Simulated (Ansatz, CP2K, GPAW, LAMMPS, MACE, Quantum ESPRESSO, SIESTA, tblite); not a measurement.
**Other levels on Cu22Zr78 (at. %) with crystalline order left by the classical run (65 atoms)**

Density of this cell: 6.73 g/cm³. The cell holds 65 atoms: 14 Cu and 51 Zr. Cell: a = 11.101 Å, b = 11.101 Å, c = 11.101 Å, α = 90.0°, β = 90.0°, γ = 90.0°. 65 atoms (14 Cu, 51 Zr) placed at random at 6.15 g/cm³, melted at 2200 K for 10 ps at fixed volume with the Finnis-Sinclair Cu-Zr potential (Mendelev, file CuZr_mm.eam.fs of the LAMMPS distribution). Quenched from 2200 K to 300 K at 3 K/ps and zero pressure, held 5 ps, then minimised at fixed cell.

Geometry: as built.

The reference, a calculation:

* method: Kohn-Sham DFT, PBE, PAW, plane waves (Ansatz 0.2.0); cutoff 420 eV, Γ point, fermi-dirac smearing of 0.05 eV; PAW set soft_2
* r.m.s. force component: 0.274 eV/Å
* longest force: 0.8856 eV/Å
* pressure: -0.7973 GPa
* SCF cycles: 11
* time: 38 s on 4 threads of Arm Neoverse V1, shared host
* CPU time: 2.4 min

Runs, in no order:
A. MACE MPA-0 medium potential: machine-learned interatomic potential MACE MPA-0 medium, trained on PBE(+U) plane-wave data
B. QE PBE, sssp-1.3.0-efficiency, 60/480 Ry: Kohn-Sham DFT, PBE, SSSP efficiency 1.3.0 pseudopotentials, plane waves
C. SIESTA PBE, DZP, shift 0.01 Ry, mesh 500 Ry: Kohn-Sham DFT, PBE, PseudoDojo 0.4.1 norm-conserving pseudopotentials (converted to PSML), numerical atomic orbitals (DZP), diagonalisation
D. CP2K PBE, DZVP-MOLOPT-SR, 800/50 Ry, diagonalisation: Kohn-Sham DFT, PBE, GTH-PBE pseudopotentials, Gaussian and plane waves, DZVP-MOLOPT-SR-GTH, diagonalisation

In doubt: a PseudoDojo file used here is known to give poor structures and forces (SIESTA), which bears on pressures, cells, forces and phonons.

Q: Order them from the smallest to the largest r.m.s. force difference.

B, D, C, A.

| run | Δ force, r.m.s. (meV/Å) | share of r.m.s. force (%) | CPU time |
| --- | --- | --- | --- |
| B. QE PBE, sssp-1.3.0-efficiency, 60/480 Ry | 1.65 | 0.602 | 28 min |
| D. CP2K PBE, DZVP-MOLOPT-SR, 800/50 Ry, diagonalisation | 22.0 | 8.05 | 29 min |
| C. SIESTA PBE, DZP, shift 0.01 Ry, mesh 500 Ry | 43.9 | 16.0 | 19 min |
| A. MACE MPA-0 medium potential | 177 | 64.6 | 8.7 s |

Machine-learned potentials mimic data converged in k, so the reference's own k-point error enters their differences. The network of bonds at the start is that of the classical potential that made the cell, and needn't be the one that DFT or experiment would give. The electronic-structure runs sample only Γ, in a cell whose shortest periodic width is 11 Å, which is coarse for a cell with partly filled levels.

[Hosts, paths, dates, database ids (printed as entryN), source tags and the programs' standing remarks are cut or masked in the printed files.]
